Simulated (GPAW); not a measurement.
## Screening of a field by TaSi2As4 monolayer

How does TaSi2As4 monolayer screen a perpendicular field?

Method: GPAW, PAW setups; layer in a repeated cell with vacuum, relaxation of atoms and in-plane cell, in the first sound run; inputs show where later runs differ, in GPAW 26.7.0.

### 1. The starting structure

The cell holds 7 atoms: 4 As, 2 Si and 1 Ta. Its edges and angles: a = 3.630 Å, b = 3.630 Å, c = 23.389 Å, α = 90.0°, β = 90.0°, γ = 120.0°. Vacuum lies along c.

### 2. Relaxation

Forces are removed first; all later runs use this geometry.

run.py

```python
import json
import numpy as np
from ase import Atoms
from ase.filters import FrechetCellFilter
from ase.optimize import BFGS
from gpaw import GPAW, PW

slab = Atoms(
    ['As', 'Si', 'As', 'Ta', 'As', 'Si', 'As'],
    positions=[
        [0.00000, 0.00000, 7.00000],
        [-0.00000, 2.09578, 7.76197],
        [-0.00000, 2.09578, 9.99197],
        [0.00000, 0.00000, 11.69423],
        [-0.00000, 2.09578, 13.39650],
        [-0.00000, 2.09578, 15.62650],
        [0.00000, 0.00000, 16.38847]],
    cell=[[3.63, 0.0, 0.0], [-1.815, 3.14367, 0.0], [0.0, 0.0, 23.3885]],
    pbc=[True, True, True],
    magmoms=[0.0, 0.0, 0.0, 1.0, 0.0, 0.0, 0.0])

slab.calc = GPAW(mode=PW(600), xc='PBE', kpts={'size': (9, 9, 1), 'gamma': True},
                 occupations={'name': 'fermi-dirac', 'width': 0.05}, nbands='200%',
                 convergence={'density': 1e-05}, maxiter=200,
                 symmetry={'tolerance': 1e-3}, txt='slab.txt')
result = {}
# The in-plane cell is free; stress needs a cell that repeats along all three vectors
path = []
opt = BFGS(FrechetCellFilter(slab, mask=[1, 1, 0, 0, 0, 1]), maxstep=0.2)
opt.attach(lambda: path.append((slab.get_potential_energy(), slab.positions.tolist(), slab.get_forces().tolist())))
result['relaxed'] = bool(opt.run(fmax=0.02, steps=45))
result['path'] = path
result['cell'] = slab.cell.tolist()
print('in-plane lattice', slab.cell.cellpar().round(4)[[0, 1, 5]])
energy = slab.get_potential_energy()
fermi = slab.calc.get_fermi_level()
v = slab.calc.get_electrostatic_potential().mean((0, 1)) - fermi
n = slab.calc.get_pseudo_density().mean((0, 1))
L = slab.cell[2, 2]
z = np.arange(len(v)) * L / len(v)
low, high = slab.positions[:, 2].min(), slab.positions[:, 2].max()
below, above = np.interp([low - 4.8, high + 4.8], z, v)
slopes = [np.interp(x, z, np.gradient(v, z)) for x in (low - 4.8, high + 4.8)]
eps = np.array([[slab.calc.get_eigenvalues(k, s) for k in range(len(slab.calc.get_ibz_k_points()))]
                for s in range(slab.calc.get_number_of_spins())]) - fermi
top, bottom = eps[eps < 0].max(), eps[eps > 0].min()
dipole = slab.get_dipole_moment()[2]
print(f'energy {energy:.4f} eV, Fermi level {fermi:.4f} eV, dipole {dipole:.5f} e A')
print(f'potential 4.8 A off the faces, from the Fermi level: lower {below:.4f} eV, upper {above:.4f} eV')
print(f'slope of the potential there: lower {slopes[0]:.5f}, upper {slopes[1]:.5f} eV/A')
print(f'nearest levels on the mesh: {top:.4f} and {bottom:.4f} eV')
print('magnetic moment', round(slab.get_magnetic_moment(), 3))
result.update(energy=energy, fermi=fermi, dipole=dipole, below=below, above=above, slopes=slopes, edges=[top, bottom],
              z=z.tolist(), v=v.tolist(), n=n.tolist(), positions=slab.positions.tolist(),
              forces=slab.get_forces(apply_constraint=False).tolist(), moments=slab.get_magnetic_moments().tolist())
json.dump(result, open('result.json', 'w'))
```

Launch:

```
$ OMP_NUM_THREADS=1 OPENBLAS_NUM_THREADS=1 python run.py
```

The log of the run:

```text
Step          Energy          fmax
BFGS:    0      -38.443541        3.357424
BFGS:    1      -39.102055        2.802724
BFGS:    2      -40.145693        0.620284
BFGS:    3      -40.175165        0.280222
BFGS:    4      -40.182010        0.256269
BFGS:    5      -40.223518        0.154006
BFGS:    6      -40.225658        0.074690
BFGS:    7      -40.226074        0.068106
BFGS:    8      -40.226460        0.067026
BFGS:    9      -40.227356        0.062843
BFGS:   10      -40.228404        0.070682
BFGS:   11      -40.229113        0.045829
BFGS:   12      -40.229291        0.016983
in-plane lattice [  3.6873   3.6873 120.    ]
energy -40.2178 eV, Fermi level 1.1821 eV, dipole -0.00082 e A
potential 4.8 A off the faces, from the Fermi level: lower 4.9067 eV, upper 4.9083 eV
slope of the potential there: lower -0.00062, upper -0.00027 eV/A
nearest levels on the mesh: -0.0827 and 0.0549 eV
magnetic moment -0.0
```

Elapsed: 38 min, on 1 thread of Arm Neoverse V2, shared host; peak memory 0.88 GiB.

Numbers from this step:

* dipole along the normal: -8.25e-4 e·Å
* levels nearest the Fermi level on the mesh: -0.08273, 0.05489 eV from the Fermi level
* sum of the site moments: 0 μB

The electrostatic potential energy of an electron (without an applied field's), less the Fermi level, planar mean oscillates, so the rows of the table below give means over windows of 1.73 Å about each position, cut where the curve ends. Its maxima inside the range that stand out by 2 % of the span (Å: eV): 7.3: -9.50, 9.0: 2.14, 10.8: -5.56, 12.6: -5.56, 14.4: 2.14, 16.1: -9.49. Its minima: 6.8: -14.1, 7.7: -11.1, 10.2: -12.3, 11.7: -16.6, 13.2: -12.3, 15.7: -11.1, 16.6: -14.1.

The electrostatic potential energy of an electron (without an applied field's), less the Fermi level, planar mean by z; means over each step:

z (Å), electrostatic potential energy of an electron (without an applied field's), less the Fermi level, planar mean (eV) and a bar from the least value:
```
     0.86        4.9 ##############################
     2.59        4.9 ##############################
     4.32        4.8 ##############################
     6.05       -3.8 #############
     7.78       -7.8 ######
     9.51       -3.6 ##############
    11.24      -10.8 
    12.97       -8.1 #####
    14.70       -1.7 #################
    16.43      -10.4 #
    18.16        3.3 ###########################
    19.89        4.9 ##############################
    21.62        4.9 ##############################
```

Pseudo valence density, planar mean against z:

| z (Å) | pseudo valence density, planar mean (e/Å³) |
| --- | --- |
| 3.0 | 5.8e-5 |
| 3.5 | 2.4e-4 |
| 4.0 | 9.7e-4 |
| 4.5 | 0.00396 |
| 5.0 | 0.0165 |
| 5.5 | 0.0647 |
| 6.0 | 0.198 |
| 6.5 | 0.206 |
| 7.0 | 0.329 |
| 7.5 | 0.318 |
| 8.0 | 0.187 |
| 8.5 | 0.144 |
| 9.0 | 0.126 |
| 9.5 | 0.208 |
| 10.0 | 0.191 |
| 10.5 | 0.317 |
| 11.0 | 0.420 |
| 11.5 | 0.870 |
| 12.0 | 0.746 |
| 12.5 | 0.390 |
| 13.0 | 0.266 |
| 13.5 | 0.223 |
| 14.0 | 0.181 |
| 14.5 | 0.124 |
| 15.0 | 0.155 |
| 15.5 | 0.202 |
| 16.0 | 0.352 |
| 16.5 | 0.275 |
| 17.0 | 0.234 |
| 17.5 | 0.161 |
| 18.0 | 0.0479 |
| 18.5 | 0.0122 |
| 19.0 | 0.00296 |
| 19.5 | 7.2e-4 |
| 20.0 | 1.7e-4 |
| 20.5 | 4.2e-5 |

The relaxation lowered the energy of the cell by 1.79 eV (energies extrapolated to zero smearing; the optimiser's log prints free energies). The largest force left on a free atom is 0.017 eV/Å.

### 3. Plane waves, PBE

With the geometry fixed, the planar mean of the potential gives the vacuum level on each side.

This step: GPAW, PAW setups; slab in vacuum (GPAW 26.7.0).

The cell differs from the one that the last finished run ended in (c 23.389 → 24.018 Å).

run.py

```python
import json
import numpy as np
from ase import Atoms
from gpaw import GPAW, PW

slab = Atoms(
    ['As', 'Si', 'As', 'Ta', 'As', 'Si', 'As'],
    positions=[
        [-0.00000, -0.00000, 7.00000],
        [-0.00000, 2.12884, 8.09811],
        [-0.00000, 2.12884, 10.48022],
        [-0.00000, 0.00000, 12.00917],
        [-0.00000, 2.12884, 13.53813],
        [-0.00000, 2.12884, 15.92024],
        [-0.00000, 0.00000, 17.01835]],
    cell=[[3.68726, 0.0, 0.0], [-1.84363, 3.19326, 0.0], [0.0, 0.0, 24.0183]],
    pbc=[True, True, False],
    magmoms=[0.0, 0.0, 0.0, 1.0, 0.0, 0.0, 0.0])

slab.calc = GPAW(mode=PW(400), xc='PBE', kpts={'size': (9, 9, 1), 'gamma': True},
                 occupations={'name': 'fermi-dirac', 'width': 0.05}, nbands='200%',
                 convergence={'density': 1e-05}, maxiter=200,
                 poissonsolver={'dipolelayer': 'xy'},
                 symmetry={'tolerance': 1e-3}, txt='slab.txt')
result = {}
energy = slab.get_potential_energy()
fermi = slab.calc.get_fermi_level()
v = slab.calc.get_electrostatic_potential().mean((0, 1)) - fermi
n = slab.calc.get_pseudo_density().mean((0, 1))
L = slab.cell[2, 2]
z = np.arange(len(v)) * L / len(v)
low, high = slab.positions[:, 2].min(), slab.positions[:, 2].max()
below, above = np.interp([low - 4.8, high + 4.8], z, v)
slopes = [np.interp(x, z, np.gradient(v, z)) for x in (low - 4.8, high + 4.8)]
eps = np.array([[slab.calc.get_eigenvalues(k, s) for k in range(len(slab.calc.get_ibz_k_points()))]
                for s in range(slab.calc.get_number_of_spins())]) - fermi
top, bottom = eps[eps < 0].max(), eps[eps > 0].min()
dipole = slab.get_dipole_moment()[2]
print(f'energy {energy:.4f} eV, Fermi level {fermi:.4f} eV, dipole {dipole:.5f} e A')
print(f'potential 4.8 A off the faces, from the Fermi level: lower {below:.4f} eV, upper {above:.4f} eV')
print(f'slope of the potential there: lower {slopes[0]:.5f}, upper {slopes[1]:.5f} eV/A')
print(f'nearest levels on the mesh: {top:.4f} and {bottom:.4f} eV')
print('magnetic moment', round(slab.get_magnetic_moment(), 3))
result.update(energy=energy, fermi=fermi, dipole=dipole, below=below, above=above, slopes=slopes, edges=[top, bottom],
              z=z.tolist(), v=v.tolist(), n=n.tolist(), positions=slab.positions.tolist(),
              forces=slab.get_forces(apply_constraint=False).tolist(), moments=slab.get_magnetic_moments().tolist())
json.dump(result, open('result.json', 'w'))
```

The log of the run:

```text
energy -40.2047 eV, Fermi level 1.0225 eV, dipole 0.00086 e A
potential 4.8 A off the faces, from the Fermi level: lower 4.9153 eV, upper 4.8996 eV
slope of the potential there: lower -0.00017, upper 0.00017 eV/A
nearest levels on the mesh: -0.0827 and 0.0549 eV
magnetic moment 0.0
```

Wall time 2.7 min (1 thread); peak memory 0.33 GiB.

This step gave:

* dipole along the normal: 8.64e-4 e·Å
* levels nearest the Fermi level on the mesh: -0.08267, 0.05488 eV from the Fermi level
* upper work function: 4.900 eV
* lower work function: 4.915 eV

The electrostatic potential energy of an electron (without an applied field's), less the Fermi level, planar mean oscillates, so the rows of the table below give means over windows of 1.72 Å about each position, cut where the curve ends. Its maxima inside the range that stand out by 2 % of the span (Å: eV): 7.6: -9.47, 9.3: 2.14, 11.2: -5.55, 12.9: -5.55, 14.7: 2.13, 16.4: -9.48. Its minima: 7.1: -14.1, 8.0: -11.1, 10.5: -12.4, 12.0: -16.6, 13.5: -12.4, 16.0: -11.1, 16.9: -14.1.

The electrostatic potential energy of an electron (without an applied field's), less the Fermi level, planar mean by z; means over each step:

```
z (Å)  electrostatic potential energy of an electron (without an applied field's), less the Fermi level, planar mean (eV)
 0.86                                                                                                                4.91
 2.58                                                                                                                4.91
 4.30                                                                                                                4.87
 6.02                                                                                                              -0.127
 7.74                                                                                                               -10.4
 9.46                                                                                                               -1.34
11.18                                                                                                               -10.2
12.90                                                                                                               -10.0
14.62                                                                                                               -1.14
16.34                                                                                                               -10.7
18.06                                                                                                               0.455
19.78                                                                                                                4.86
21.50                                                                                                                4.90
23.22                                                                                                                4.90
```

Table of pseudo valence density, planar mean by z:

| z (Å) | pseudo valence density, planar mean (e/Å³) |
| --- | --- |
| 0.00 | -4.8e-6 |
| 0.64 | 4.9e-6 |
| 1.29 | -4.7e-6 |
| 1.93 | 6.2e-6 |
| 2.57 | 1.6e-6 |
| 3.22 | 4.8e-5 |
| 3.86 | 2.6e-4 |
| 4.50 | 0.00164 |
| 5.15 | 0.0101 |
| 5.79 | 0.0597 |
| 6.43 | 0.235 |
| 7.08 | 0.204 |
| 7.72 | 0.351 |
| 8.36 | 0.183 |
| 9.01 | 0.129 |
| 9.65 | 0.169 |
| 10.29 | 0.196 |
| 10.94 | 0.361 |
| 11.58 | 0.593 |
| 12.22 | 0.859 |
| 12.87 | 0.383 |
| 13.51 | 0.176 |
| 14.15 | 0.220 |
| 14.80 | 0.123 |
| 15.44 | 0.167 |
| 16.08 | 0.273 |
| 16.73 | 0.324 |
| 17.37 | 0.249 |
| 18.01 | 0.102 |
| 18.66 | 0.0186 |
| 19.30 | 0.00299 |
| 19.94 | 4.9e-4 |
| 20.59 | 7.2e-5 |
| 21.23 | 1.8e-5 |
| 21.87 | -3.1e-6 |
| 22.52 | 5.3e-6 |
| 23.16 | -4.8e-6 |
| 23.80 | 4.8e-6 |

The potential is flat to 1.7e-4 eV/Å where it is read, so the vacuum is wide enough.

### 4. In a field

A uniform field along the normal polarises the slab; the atoms stay fixed, so this is the electronic response alone.

Changes to run.py since step 3:

```diff
@@ -4,2 +4,3 @@
 from gpaw import GPAW, PW
+from gpaw.external import ConstantElectricField
 
@@ -23,2 +24,3 @@
                  poissonsolver={'dipolelayer': 'xy'},
+                 external=ConstantElectricField(-0.2, [0, 0, 1]),
                  symmetry={'tolerance': 1e-3}, txt='slab.txt')
```

The log of the run:

```text
energy -40.2205 eV, Fermi level 1.0211 eV, dipole -0.15801 e A
potential 4.8 A off the faces, from the Fermi level: lower 3.6965 eV, upper 6.1248 eV
slope of the potential there: lower -0.00012, upper 0.00026 eV/A
nearest levels on the mesh: -0.0828 and 0.0550 eV
magnetic moment 0.0
```

Wall time 10 min (1 thread); peak memory 0.61 GiB.

This step gave:

- dipole along the normal: -0.1580 e·Å
- levels nearest the Fermi level on the mesh: -0.08281, 0.05503 eV from the Fermi level
- potential below the slab, the applied field's own ramp left out: 3.696 eV from the Fermi level
- potential above the slab, the applied field's own ramp left out: 6.125 eV from the Fermi level

The electrostatic potential energy of an electron (without an applied field's), less the Fermi level, planar mean oscillates, so the rows of the table below give means over windows of 1.77 Å about each position, cut where the curve ends. Its maxima inside the range that stand out by 2 % of the span (Å: eV): 7.6: -10.3, 9.3: 1.62, 11.2: -5.72, 12.9: -5.38, 14.7: 2.66, 16.4: -8.63, 23.5: 6.12. Its minima: 7.1: -15.0, 8.0: -11.9, 10.5: -12.7, 12.0: -16.6, 13.5: -12.1, 16.0: -10.4, 16.9: -13.1.

Table of electrostatic potential energy of an electron (without an applied field's), less the Fermi level, planar mean by z; means over each step:

z (Å), electrostatic potential energy of an electron (without an applied field's), less the Fermi level, planar mean (eV) and a bar from the least value:
```
     0.89        3.8 ##########################
     2.66        3.7 ##########################
     4.43        3.6 ##########################
     6.20       -3.1 ##############
     7.97       -9.6 ##
     9.74       -3.5 #############
    11.51      -10.9 
    13.28       -7.9 #####
    15.05       -1.4 #################
    16.82       -9.0 ###
    18.59        4.8 ############################
    20.36        6.1 ##############################
    22.13        6.1 ##############################
    23.90        6.0 ##############################
```

The dipole is now -0.158 e Å, against 8.6e-4 in the run without a field.

### 5. Field on

Changes to run.py since step 4:

```diff
@@ -24,3 +24,3 @@
                  poissonsolver={'dipolelayer': 'xy'},
-                 external=ConstantElectricField(-0.2, [0, 0, 1]),
+                 external=ConstantElectricField(-0.1, [0, 0, 1]),
                  symmetry={'tolerance': 1e-3}, txt='slab.txt')
```

The log of the run:

```text
energy -40.2086 eV, Fermi level 1.0222 eV, dipole -0.07904 e A
potential 4.8 A off the faces, from the Fermi level: lower 4.3009 eV, upper 5.5156 eV
slope of the potential there: lower -0.00014, upper 0.00020 eV/A
nearest levels on the mesh: -0.0827 and 0.0549 eV
magnetic moment 0.0
```

Elapsed: 10 min, on 1 thread; peak memory 0.6 GiB.

This step gave:

* dipole along the normal: -0.07904 e·Å
* levels nearest the Fermi level on the mesh: -0.08272, 0.05495 eV from the Fermi level
* potential below the slab, the applied field's own ramp left out: 4.301 eV from the Fermi level
* potential above the slab, the applied field's own ramp left out: 5.516 eV from the Fermi level

The electrostatic potential energy of an electron (without an applied field's), less the Fermi level, planar mean oscillates, so the rows of the table below give means over windows of 1.72 Å about each position, cut where the curve ends. Its maxima inside the range that stand out by 2 % of the span (Å: eV): 7.6: -9.89, 9.3: 1.88, 11.2: -5.63, 12.9: -5.47, 14.7: 2.40, 16.4: -9.05. Its minima: 7.1: -14.6, 8.0: -11.5, 10.5: -12.5, 12.0: -16.6, 13.5: -12.2, 16.0: -10.7, 16.9: -13.6.

Electrostatic potential energy of an electron (without an applied field's), less the Fermi level, planar mean against z; means over each step:

```
z (Å)  electrostatic potential energy of an electron (without an applied field's), less the Fermi level, planar mean (eV)
 0.86                                                                                                                4.37
 2.58                                                                                                                4.30
 4.30                                                                                                                4.25
 6.02                                                                                                              -0.691
 7.74                                                                                                               -10.8
 9.46                                                                                                               -1.59
11.18                                                                                                               -10.3
12.90                                                                                                               -9.93
14.62                                                                                                              -0.888
16.34                                                                                                               -10.2
18.06                                                                                                                1.02
19.78                                                                                                                5.47
21.50                                                                                                                5.52
23.22                                                                                                                5.48
```

The dipole is now -0.0790 e Å, against 8.6e-4 in the run without a field.

### 6. Field on

Changes to run.py since step 5:

```diff
@@ -24,3 +24,3 @@
                  poissonsolver={'dipolelayer': 'xy'},
-                 external=ConstantElectricField(-0.1, [0, 0, 1]),
+                 external=ConstantElectricField(-0.05, [0, 0, 1]),
                  symmetry={'tolerance': 1e-3}, txt='slab.txt')
```

The log of the run:

```text
energy -40.2057 eV, Fermi level 1.0225 eV, dipole -0.03952 e A
potential 4.8 A off the faces, from the Fermi level: lower 4.6039 eV, upper 5.2112 eV
slope of the potential there: lower -0.00016, upper 0.00019 eV/A
nearest levels on the mesh: -0.0827 and 0.0549 eV
magnetic moment 0.0
```

Run time: 9.7 min. Hardware: 1 thread; peak memory 0.61 GiB.

[end of part 1 of 2]

[Logs are printed without paths, hosts, clocks, repeated set-up lines and the standing remarks that a program may print on its own settings, such as how far it seeks lower states.]

[Hosts, paths, dates, database ids (printed as entryN), source tags and the programs' standing remarks are cut or masked in the printed files.]
